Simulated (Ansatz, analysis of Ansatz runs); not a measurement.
# Al-H pair in Si: local vibrational mode against experiment, part 2 of 2

How near does this set-up come to the measured local vibrational mode? Subject: Al-H pair in Si. Set-up: r2SCAN, 64-site cell, r2SCAN lattice, 500 eV, k: the single point 1/4 1/4 1/4. The model is a cell of 64 host atoms with Al put on another atom's site and H put in between. The frequencies come from force constants among the defect atom and its neighbours, with the masses of the isotopes named. A meta-GGA costs about twice a GGA and mends lattice constants and part of the gap.

Ansatz 0.2.0; r2SCAN, 64-site cell, r2SCAN lattice, 500 eV, k: the single point 1/4 1/4 1/4.

So far: Set-up; Relaxation, charge 0.

## Step 2: Relaxation, charge 0 (continued)

Level of this step: plane-wave PAW DFT, r2SCAN; relaxation of all atoms of a defect supercell (Ansatz).

Step by step:

```
step  energy less that of the first step (eV)  largest force component (eV/Å)
   1                                   0.0000                          1.8563
   2                                  -0.7809                          0.4083
   3                                  -0.8311                          0.1007
   4                                  -0.8337                          0.0296
   5                                  -0.8341                          0.0089
   6                                  -0.8341                          0.0099
   7                                  -0.8342                          0.0158
   8                                  -0.8344                          0.0212
   9                                  -0.8347                          0.0278
  10                                  -0.8355                          0.0380
  11                                  -0.8367                          0.0505
  12                                  -0.8386                          0.0620
  13                                  -0.8414                          0.0712
  14                                  -0.8455                          0.0752
  15                                  -0.8504                          0.0715
  16                                  -0.8555                          0.0610
  17                                  -0.8663                          0.1104
  18                                  -0.8686                          0.0327
  19                                  -0.8697                          0.0306
  20                                  -0.8701                          0.0107
  21                                  -0.8702                          0.0053
```

The atoms that moved most (Å, from the sites as typed, ahead of the random displacement, the mean shift of all atoms taken out):

```
atom      dx      dy      dz  length
 H65   0.173   0.179  -0.547   0.601
Si42   0.056  -0.102   0.068   0.134
Si27  -0.101   0.056   0.068   0.134
Si49   0.080   0.080  -0.016   0.114
 Al8  -0.075  -0.076  -0.014   0.108
 Si6  -0.069   0.001  -0.057   0.089
 Si7   0.002  -0.068  -0.056   0.088
Si53   0.049   0.050   0.006   0.070
```

The atoms nearest to the centre after the run:

```
atom  distance (Å)
 H65         0.889
 Al8         0.910
 Si4         2.087
Si49         2.706
Si27         2.715
Si42         2.716
 Si5         3.407
 Si7         3.501
 Si6         3.502
```

Neighbours of the added atoms: H65: Si4 1.53, Al8 1.70, Si49 2.70 Å.

Read from the output:

| Property | Result |
| --- | --- |
| free energy | -40816.2058 eV |

The relaxation ends 13 meV an atom lower than the displaced start, with a largest force component of 0.0053 eV/Å.

## Step 3: Local vibrational modes

A local mode lives on the defect and the atoms next to it, so only the sites listed in the input are displaced, which costs far fewer SCF runs than the whole cell would.

This step: plane-wave PAW DFT, r2SCAN; finite-displacement force constants among the atoms nearest to a defect, the others at rest.

modes/input.yaml

```yaml
crystal:
  lattice:
    - [10.88847935, 0.0, 0.0]
    - [0.0, 10.88847935, 0.0]
    - [0.0, 0.0, 10.88847935]
  atoms:
    - { symbol: Si, position: [0.002316517, 0.002298219, 0.25090737] }
    - { symbol: Si, position: [-0.003609427, 0.248852781, -0.002966694] }
[... 1 atom line left out ...]
    - { symbol: Si, position: [0.235988054, 0.235968638, 0.233296746] }
    - { symbol: Si, position: [0.125843071, 0.125849386, 0.38065787] }
    - { symbol: Si, position: [0.118845017, 0.37523571, 0.119691922] }
    - { symbol: Si, position: [0.375340303, 0.118898542, 0.119762385] }
    - { symbol: Al, position: [0.392084067, 0.392039025, 0.397510855] }
[... 12 atom lines left out ...]
    - { symbol: Si, position: [0.122610923, 0.626784184, 0.375398782] }
[... 1 atom line left out ...]
    - { symbol: Si, position: [0.376066125, 0.625671795, 0.126021386] }
[... 3 atom lines left out ...]
    - { symbol: Si, position: [0.240898738, 0.505257591, 0.506207573] }
[... 10 atom lines left out ...]
    - { symbol: Si, position: [0.625726143, 0.376058498, 0.126037014] }
[... 3 atom lines left out ...]
    - { symbol: Si, position: [0.5052754, 0.240799018, 0.50615887] }
[... 6 atom lines left out ...]
    - { symbol: Si, position: [0.507485327, 0.507465426, 0.248482892] }
[... 15 atom lines left out ...]
    - { symbol: H, position: [0.332433401, 0.333051513, 0.266167347] }
basis:
  ecutwfc: 500
  xc_grid: 2
hamiltonian:
  xc: r2scan
kpoints:
  mp_grid: { grid: [1, 1, 1], shift: [0.25, 0.25, 0.25] }
scf:
  occupations: { method: fermi_dirac, width: 0.01 }
  max_iter: 120
output: {}
checkpoint:
  read: "../relax.run"
phonons:
  supercell: [1, 1, 1]
  displaced_sites: [3, 5, 7, 48, 64]
```

Command:

```bash
$ ansatz run input.yaml --threads 2 --pin off --max-ram 4710MiB --backend cpu --events-out ev --progress --plain --runs-dir out
```

Numbers of over 12 decimals in the logs are rounded to 6 here.

What it wrote:

```text
[...]
Warning: basis.xc_grid 2: finite-displacement phonons take 5 at the least, and a number is run as typed, so the frequencies can be off [figures from the program's tests cut]
[...]
Crystal: 65 atoms, lattice volume = 1290.927 Å³
Basis set: ecut = 500 eV, 32795 PW (Γ), exchange–correlation on 160×160×160 points (8 copies of the dense FFT grid, shifted against one another)
Bands: 193, of which v1, the nominal top of the filled ones, is band 128 counted from 1 (127 counted from 0)
Symmetry: 1 space group operations
k-points: 1
[...]
SCF iter   4: F=-40816.205760 eV  HF=-40816.205760 eV  |F-HF|=1.46e-11  |Δ(HF+E_count)|=  6.98e-10  Δρ=2.19e-8  dr2=8.51e-12  dr2_τ=1.19e-13  ethr=1.00e-12  ⟨swp⟩=4.0  Hψ=550  notcnv=0
SCF 1 converged in 4 iterations: F = -40816.205760 eV  dr2 = 8.51e-12
[...]
SCF 2 converged in 2 iterations: F = -40816.205760 eV  dr2 = 2.42e-12
[...]
symmetry images taken by strict's conditions (phonons.symmetry_images: auto; settled by no image being taken that strict refuses)
  force constants formed among 5 of 65 sites (Si 3, Si 5, Al 7, Si 48, H 64); the other 60 at rest. The modes move the named sites alone.
  the frequencies, the zero-point energy and the sums are of the block with the acoustic sum rule laid on its rows. Row sums over every site: 4.0e-2 eV/Å² at the most
  transpose residual: 4.3e-5 eV/Å²
  largest component of a force at the reference: 5.3e-3 eV/Å on a named site, 3.9e-3 eV/Å on a site at rest
  frequencies among the named sites at Γ of the cell (cm⁻¹): 157.72 195.33 249.11 260.09 314.12 353.98 361.61 364.37 384.63 392.96 412.00 458.41 476.15 903.35 2122.28
  unstable modes among the named sites: 0
  frequencies as built, with no sum rule (cm⁻¹): 158.10 195.27 249.42 259.91 314.01 353.77 361.54 364.24 384.58 392.87 411.90 458.57 475.98 903.38 2122.26
  zero-point energy: 0.459120 eV/cell   skipped modes (ω ≤ 0): 0
  not written: the harmonic force-constant file, the file of eigenvectors (these modes' are written with the force constants), the density of states and the dispersion, which are of every site
[key lines of the parts left out:]
SCF converged after 2 iterations
Free energy (F): -40816.205760 eV
Fermi energy:    6.489328 eV
```

The job ended after 15 min (2 threads of Arm Neoverse V2, shared host; peak memory 2.2 GiB).

This step gave:

```
free energy : -40816.2058 eV
```

The modes with the largest weight on the probed atoms (the light atom of a pair), for the masses of each isotope. Modes of the displaced atoms (local only where they lie over the host's phonons):

```
isotopes  mode (cm⁻¹)  share of the defect atoms
       H         2122                      0.981
       H        903.4                      0.886
       H        314.1                       0.55
       D         1516                      0.962
       D        676.5                      0.773
       D        234.7                      0.703
```

## Step 4: Summary of results

* distance from the defect atom to its nearest neighbour: 1.532 Å
* Si-H stretch, 1H: 2122 cm⁻¹
* time of the whole chain: 23 min on 2 threads

Si-H stretch, 1H: computed 2122 cm⁻¹, measured 2201 cm⁻¹; 79 cm⁻¹ (4 %) below the measurement. The computed value is harmonic, while the measured line is the anharmonic fundamental, which for X–H stretches usually lies a few per cent lower. Only the named neighbours move, so modes near the host's band are approximate.

[Logs are printed without paths, hosts, clocks, repeated set-up lines and the standing remarks that a program may print on its own settings, such as how far it seeks lower states.]

[Hosts, paths, dates, database ids (printed as entryN), source tags and the programs' standing remarks are cut or masked in the printed files.]

[For some hosts the program warned that the k-mesh of the response run may be too coarse for force constants and the static dielectric constant; such warnings are not shown here.]
